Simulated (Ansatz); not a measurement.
# SiC (P6_3mc):V_C (site 1), thermodynamic levels from a 108-atom cell

Wanted: the transition levels of a vacancy in SiC (P6_3mc), from a cell of 108 host atoms with 1 C taken out.

Program: Ansatz 0.2.0. Level of theory: place-levels on r2SCAN runs: charge-transition levels and formation energies with image-charge correction and potential alignment at the atomic sites; PAW set soft_1. Results are calculated unless marked as measured.

### 1. The starting structure

The cell holds 107 atoms: 54 Si and 53 C. Cell: a = 9.375 Å, b = 9.375 Å, c = 15.334 Å, α = 90.0°, β = 90.0°, γ = 120.0°. It derives from SiC (space group P6_3mc). Nearest the centre at fractional (0.556, 0.444, 0.542): Si88 at 1.91 Å, Si100 at 1.91 Å, Si53 at 1.91 Å, Si51 at 1.92 Å, C47 at 3.12 Å, C94 at 3.12 Å, C11 at 3.12 Å, C106 at 3.12 Å.

Known beforehand: the electronic dielectric constant, (7.09, 7.09, 7.35), and the static one, (10.43, 10.43, 10.95), computed on the host (DFPT, PBEsol, on the r2SCAN cell), and a cell off the functional's own equilibrium shifts the ionic part.

The relaxed host is scaled by +1.5 % along all axes; the dielectric constants are those of the unstrained host.

The cell's shortest repeat is 9.4 Å.

### 2. Charge states

Levels follow from differences of total energies between charge states, each relaxed by itself.

Each atom starts 0.05 Å or so off its site in a random direction: a symmetric start keeps its symmetry, and would miss off-centre moves and Jahn–Teller distortions. Forces are taken at one point at (¼, ¼, ¼). The cell holds 2 electrons more than the neutral one, with a uniform background that keeps it neutral on the whole.

The sampling was tested on the host first: at the k-points planned (1x1x1 shifted 0.25 0.25 0.25) its energy lies -0.040 eV an atom from the dense-mesh value, a large miss, so this sampling is coarse for the host.

One of the inputs; charge, spin and start change from state to state.

The input, qm2.relax/input.yaml:

```yaml
crystal:
  lattice:
    - [3.12484495, 0.0, 0.0]
    - [-1.56242248, 2.70619511, 0.0]
    - [0.0, 0.0, 15.33448237]
  atoms:
    - { symbol: Si, position: [0.33333333, 0.66666667, 0.8329854] }
    - { symbol: Si, position: [0.66666667, 0.33333333, 0.3329854] }
    - { symbol: Si, position: [0.66666667, 0.33333333, 0.66650102] }
    - { symbol: Si, position: [0.33333333, 0.66666667, 0.16650102] }
    - { symbol: Si, position: [0.0, 0.0, 0.49972248] }
    - { symbol: Si, position: [0.0, 0.0, 0.99972248] }
    - { symbol: C, position: [0.0, 0.0, 0.87436694] }
    - { symbol: C, position: [0.0, 0.0, 0.37436694] }
    - { symbol: C, position: [0.33333333, 0.66666667, 0.70799668] }
    - { symbol: C, position: [0.66666667, 0.33333333, 0.20799668] }
    - { symbol: C, position: [0.66666667, 0.33333333, 0.54152848] }
    - { symbol: C, position: [0.33333333, 0.66666667, 0.04152848] }
  supercell: [3, 3, 1]
  defects: [{ vacancy: 58 }]
total_charge: -2
basis:
  ecutwfc: 500
  xc_grid: 2
hamiltonian:
  xc: r2scan
  pseudopotentials: { kind: paw, azcp: { folder: soft_1 } }
kpoints:
  mp_grid: { grid: [1, 1, 1], shift: [0.25, 0.25, 0.25] }
scf:
  occupations: { method: fixed }
  max_iter: 80
output:
  forces: true
  charged_corrections:
    epsilon: [7.09, 7.09, 7.35]
    static_epsilon: [10.43, 10.43, 10.95]
relax:
  f_tol: 0.02
  max_steps: 80
  random_displacement: { amplitude: 0.05, seed: 5799 }
checkpoint:
  write: "../qm2.relax.run"
  compress: false
  write_wavefunctions: true
  write_every: 100000
```

Started as:

```
> ansatz run input.yaml --threads 4 --pin off --max-ram 15073MiB --backend cpu --events-out ev --progress --plain --runs-dir out
```

The relaxed structure is kept and the sampling changed to a 2×2×2 shifted mesh.

The run of this state that the levels use, under r2SCAN:

The input, qm2.point/input.yaml:

```yaml
crystal:
  checkpoint: "../qm2.relax.run"
  host: checkpoint
total_charge: -2
basis:
  ecutwfc: 500
  xc_grid: 2
hamiltonian:
  xc: r2scan
  pseudopotentials: { kind: paw, azcp: { folder: soft_1 } }
kpoints:
  mp_grid: { grid: [2, 2, 2], shift: [0.5, 0.5, 0.5] }
scf:
  occupations: { method: fermi_dirac, width: 0.01 }
  max_iter: 80
output:
  forces: true
  eigenvalues: true
  charged_corrections:
    epsilon: [7.09, 7.09, 7.35]
    static_epsilon: [10.43, 10.43, 10.95]
    defect_position: [0.555556, 0.444444, 0.541528]
  eigenstates: { localisation: true }
  populations: true
  band_densities: [{ bands: [v1, v1] }, { bands: [c1, c1] }]
  write_density: true
  write_potential: true
  volumetric_format: npy
checkpoint:
  read: "../qm2.relax.run"
  write: "../qm2.point.run"
  compress: false
  write_wavefunctions: false
  write_every: 100000
```

Relaxations under r2SCAN at one point at (¼, ¼, ¼); times on 4 threads of Arm Neoverse V2, shared host:

```tsv
charge	moment (μB)	occupations	outcome	steps	largest displacement against the far atoms (Å)	time
−2	0	fixed	converged	17	0.32	6.3 min
−1	1	fixed	converged	26	0.26	28 min
0	0	fixed	converged	8	0.25	3.1 min
+1	1	fixed	converged	8	0.11	9.1 min
+2	0	fixed	converged	6	0.19	2.6 min
−2	2	fixed	converged	7	0.22	7.9 min
```

Single points under r2SCAN at a 2×2×2 shifted mesh; times on 4 threads of Arm Neoverse V2, shared host:

```tsv
charge	moment (μB)	occupations	outcome	time
−2	0	fermi-dirac	converged	2.8 min
−1	1	fermi-dirac	converged	7.5 min
0	0	fermi-dirac	converged	2.9 min
+1	1	fermi-dirac	converged	9.2 min
+2	0	fermi-dirac	converged	2.6 min
−2	2	fermi-dirac	converged	7.2 min
```

Distances (Å) from the ideal centre to the nearest atoms after relaxation with r2SCAN:

```tsv
charge	moment (μB)	1.	2.	3.	4.	5.	6.
−2	0	Si 1.69	Si 1.71	Si 1.78	Si 1.82	C 3.07	C 3.07
−2	2	Si 1.74	Si 1.74	Si 1.75	Si 1.78	C 3.08	C 3.09
−1	1	Si 1.77	Si 1.79	Si 1.87	Si 1.87	C 3.01	C 3.03
0	0	Si 1.85	Si 1.87	Si 1.91	Si 1.93	C 2.98	C 3.01
+1	1	Si 1.98	Si 1.98	Si 2.00	Si 2.01	C 3.10	C 3.10
+2	0	Si 2.03	Si 2.07	Si 2.07	Si 2.11	C 3.11	C 3.12
```

### 3. Levels against the band edges, r2SCAN

A charged cell interacts with its images and the background, and its potential has another zero than the host's. place-levels removes the first by a point-charge model, screened by the static dielectric constant since the ions have relaxed around the charge, and the second by comparing potentials at atoms far from the defect.

The host is a run of the defect-free crystal in the same cutoffs, grids and k-points, so that basis and sampling errors cancel in part in the differences. The host is run in a cell of 12 atoms on a matching mesh. Its band edges are searched through the zone by a band path, so the gap is smaller than, or equal to, that on the mesh. Chemical potentials are energies per atom of C (diamond), run with the same functional and cutoff. Carbon is taken as diamond, which semilocal functionals can put about 0.1 eV an atom over graphite.

The input, levels.point.yaml:

```yaml
host:
  run: host.point.run
states: [qm2.point.run, qm1_M1.point.run, q0.point.run, qp1_M1.point.run, qp2.point.run, qm2_M2.point.run]
geometry_from:
  qm2.point.run: qm2.relax.run
  qm1_M1.point.run: qm1_M1.relax.run
  q0.point.run: q0.relax.run
  qp1_M1.point.run: qp1_M1.relax.run
  qp2.point.run: qp2.relax.run
  qm2_M2.point.run: qm2_M2.relax.run
  host.point.run: host.relax.run
chemical_potentials:
  C:
    energy: -251.553391
    dataset: "<sha256 of the dataset>"
epsilon: [7.09, 7.09, 7.35]
static_epsilon: [10.43, 10.43, 10.95]
vertical:
  - { from: qm2.point.run, to: qm2.point_neutral.run }
  - { from: qm1_M1.point.run, to: qm1_M1.point_neutral.run }
  - { from: qp1_M1.point.run, to: qp1_M1.point_neutral.run }
  - { from: qp2.point.run, to: qp2.point_neutral.run }
  - { from: qm2_M2.point.run, to: qm2_M2.point_neutral.run }
```

Started as:

```
> ansatz place-levels levels.point.yaml -- --threads 4 --pin off --max-ram 15073MiB
```

Numbers of over 12 decimals in the logs are rounded to 6 here.

What it wrote:

```text
[... repeated set-up lines and file paths are left out, and long positions are rounded to six places ...]
(+2/+1) 1.302 eV above the valence edge, 1.064 eV under the conduction edge
(+1/0) 1.441 eV above the valence edge, 0.925 eV under the conduction edge
(0/-1) 2.250 eV above the valence edge, 0.116 eV under the conduction edge
(-1/-2) 2.648 eV above the valence edge (+2.683 eV without the band-filling correction), in the conduction band
formation energy of charge +2: +2.364 eV with the Fermi level at the valence edge
formation energy of charge +1: +3.666 eV with the Fermi level at the valence edge
formation energy of charge 0: +5.107 eV with the Fermi level at the valence edge
formation energy of charge -1: +7.357 eV with the Fermi level at the valence edge
formation energy of charge -2: +10.005 eV with the Fermi level at the valence edge
vertical -2 to 0: no energy, since no alignment is typed
  the change from vertical[0].from (qm2.point.run) to vertical[0].to (qm2.point_neutral.run): by its potential at epsilon [7.09, 7.09, 7.35] it stands at 0.545 0.457 0.541, with an rms radius of about 2.6 Å (1.5 1.5 1.5 Å across the planes of the cell's [...]
vertical -1 to 0: no energy, since no alignment is typed
  the change from vertical[1].from (qm1_M1.point.run) to vertical[1].to (qm1_M1.point_neutral.run): by its potential at epsilon [7.09, 7.09, 7.35] it stands at 0.568 0.465 0.531, with an rms radius of about 2.3 Å (1.0 1.8 1.0 Å across the planes of the cell's [...]
vertical +1 to 0: no energy, since no alignment is typed
  the change from vertical[2].from (qp1_M1.point.run) to vertical[2].to (qp1_M1.point_neutral.run): by its potential at epsilon [7.09, 7.09, 7.35] it stands at 0.547 0.454 0.548, with an rms radius of about 2.9 Å (1.5 1.5 2.0 Å across the planes of the cell's [...]
vertical +2 to 0: no energy, since no alignment is typed
  the change from vertical[3].from (qp2.point.run) to vertical[3].to (qp2.point_neutral.run): by its potential at epsilon [7.09, 7.09, 7.35] it stands at 0.544 0.457 0.541, with an rms radius of about 3.3 Å (1.7 1.7 2.2 Å across the planes of the cell's [...]
vertical -2 to 0: no energy, since no alignment is typed
  the change from vertical[4].from (qm2_M2.point.run) to vertical[4].to (qm2_M2.point_neutral.run): by its potential at epsilon [7.09, 7.09, 7.35] it stands at 0.549 0.452 0.537, with an rms radius of about 2.4 Å (1.4 1.3 1.5 Å across the planes of the cell's [...]
  edges by r2scan, gap 2.366 eV; the host is sampled to repeats of 18.75 Å
  the defect's cells are sampled to repeats of 18.75 Å, like sampling
  charge +2: -47894.2370 eV with its correction of +0.409 eV, at epsilon [10.43, 10.43, 10.95], aligned at sites: -0.1237 eV, mean over 69 atomic sites at or beyond 4.69 Å from the host's site at [0.5554, 0.4447, 0.5416] by the defect at [0.5556, 0.4444, [...]
  charge +1: -47884.0553 eV with its correction of +0.064 eV, at epsilon [10.43, 10.43, 10.95], aligned at sites: -0.1004 eV, mean over 69 atomic sites at or beyond 4.69 Å from the host's site at [0.5554, 0.4447, 0.5416] by the defect at [0.5556, 0.4444, [...]
  charge 0: +0.000 eV for its dipole among its images, +0.031 omitted
  charge -1: -47862.6039 eV with its correction of +0.222 eV, at epsilon [10.43, 10.43, 10.95], aligned at sites: -0.0581 eV, mean over 69 atomic sites at or beyond 4.69 Å from the host's site at [0.5554, 0.4447, 0.5416] by the defect at [0.5556, 0.4444, [...]
  charge -2: -47851.0407 eV with its correction of +0.743 eV, at epsilon [10.43, 10.43, 10.95], aligned at sites: -0.0433 eV, mean over 69 atomic sites at or beyond 4.69 Å from the host's site at [0.5554, 0.4447, 0.5416] by the defect at [0.5556, 0.4444, [...]
  charge -2: states[0] (qm2.point.run) stands 0.045 eV higher, with a moment of 0.00 μB against 2.00
  of states[4] (qp2.point.run): it parts from the run at its places by a charge that spreads by about 1.7 Å along one vector (1.4 Å or more is wide), by its potential at epsilon [7.09, 7.09, 7.35], taken for that of held ions (one typed too small widens it), [...]
  of states[3] (qp1_M1.point.run): it parts from the run at its places by a charge that spreads by about 1.5 Å along one vector (1.4 Å or more is wide), by its potential at epsilon [7.09, 7.09, 7.35], taken for that of held ions (one typed too small widens [...]
  of states[2] (q0.point.run): its sublattices stand up to 0.0462 Å off the host's, which by the two runs' forces adds about -0.01 eV to its energy against the host's, and moves the band edges: relax the crystal first, and build the cells on it
  of states[1] (qm1_M1.point.run): it parts from the run at its places by a charge that spreads by about 1.8 Å along one vector (1.4 Å or more is wide), by its potential at epsilon [7.09, 7.09, 7.35], taken for that of held ions (one typed too small widens [...]
  of states[5] (qm2_M2.point.run): it parts from the run at its places by a charge that spreads by about 1.4 Å along one vector (1.4 Å or more is wide), by its potential at epsilon [7.09, 7.09, 7.35], taken for that of held ions (one typed too small widens [...]
  of states[0] (qm2.point.run): it parts from the run at its places by a charge that spreads by about 1.5 Å along one vector (1.4 Å or more is wide), by its potential at epsilon [7.09, 7.09, 7.35], taken for that of held ions (one typed too small widens it), [...]
  of vertical[0].from (qm2.point.run): its sublattices stand up to 0.0382 Å off the host's, which by the two runs' forces adds about -0.01 eV to its energy against the host's, and moves the band edges: relax the crystal first, and build the cells on it; [...]
  vertical[0].to (qm2.point_neutral.run): levels filled in part (TS 0.009 eV): its energy is of no whole electron's
  of vertical[1].from (qm1_M1.point.run): stability_check_not_made; [...]
  of vertical[2].from (qp1_M1.point.run): stability_check_not_made; [...]
  vertical[2].to (qp1_M1.point_neutral.run): levels filled in part (TS 0.002 eV): its energy is of no whole electron's
  of vertical[3].from (qp2.point.run): it parts from the run at its places by a charge that spreads by about 1.7 Å along one vector (1.4 Å or more is wide), by its potential at epsilon [7.09, 7.09, 7.35], taken for that of held ions (one typed too small [...]
  vertical[3].to (qp2.point_neutral.run): levels filled in part (TS 0.005 eV): its energy is of no whole electron's
  of vertical[4].from (qm2_M2.point.run): stability_check_not_made; [...]
```

Run time: 0.77 s. Hardware: 4 threads of Arm Neoverse V2, shared host.

[end of part 1 of 2]

[Logs are printed without paths, hosts, clocks, repeated set-up lines and the standing remarks that a program may print on its own settings, such as how far it seeks lower states.]

[Hosts, paths, dates, database ids (printed as entryN), source tags and the programs' standing remarks are cut or masked in the printed files.]

[Where a table of states has a column of steps, it counts the stored structures, which are thinned; the runs took as many ionic steps or more.]

[A defect's name tells the site on which it was built; relaxed atoms can leave that site.]

[For some hosts the program warned that the k-mesh of the response run may be too coarse for force constants and the static dielectric constant; such warnings are not shown here.]
